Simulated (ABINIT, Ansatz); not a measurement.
Planning a run of ABINIT 10.8.3 on CsPbI2Br (P4/mmm). The input:

```
acell 3*1.0 Angstrom
rprim 
  6.375296000000 0.000000000000 0.000000000000
  0.000000000000 6.375296000000 0.000000000000
  0.000000000000 0.000000000000 5.962220000000
ntypat 4
znucl 55 82 53 35
natom 5
typat 1 2 3 3 4
xred 
  0.500000000000 0.500000000000 0.500000000000
  0.000000000000 0.000000000000 0.000000000000
  0.000000000000 0.500000000000 0.000000000000
  0.500000000000 0.000000000000 0.000000000000
  0.000000000000 0.000000000000 0.500000000000
pp_dirpath "pseudos"
pseudos "Cs.upf, Pb.upf, I.upf, Br.upf"
ecut 34
ngkpt 4 4 4
nshiftk 1
shiftk 0.11 0.21 0.31
kptopt 3
chksymbreak 0
iscf -2
irdden 1
istwfk *1
nband 68
nbdbuf 6
tolwfr 1e-09
nstep 60
prtvol 0
indata_prefix "in"
outdata_prefix "out"
tmpdata_prefix "tmp"
```

```sh
OMP_NUM_THREADS=1 mpirun -n 8 abinit run.abi > log
```

Q: How long will it take on 8 MPI ranks of Intel Xeon 6975P-C (Granite Rapids), shared host, and how much memory?

It took 4.5 min; on shared hardware allow 2.3 min to 9.1 min. Peak host memory was 1.9 GiB.

[Paths, hosts, dates, memory and timing lines, banners, echoed tables and standing remarks are left out of the program output.]

[Logs are printed without paths, hosts, clocks, repeated set-up lines and the standing remarks that a program may print on its own settings, such as how far it seeks lower states.]

[Runs of the session that timed out or met a known fault of the program may be left out.]

[Hosts, paths, dates, database ids (printed as entryN), source tags and the programs' standing remarks are cut or masked in the printed files.]

[G0W0 gaps are taken among the corrected bands and points alone; a level outside them can change the order at an edge.]

[Where Ansatz stands beside ABINIT at settings called matched, ABINIT's density can come from a denser mesh and the files from another edition; pairs whose starting gaps differed by over 0.03 eV were left out, so agreement reads better than it is.]
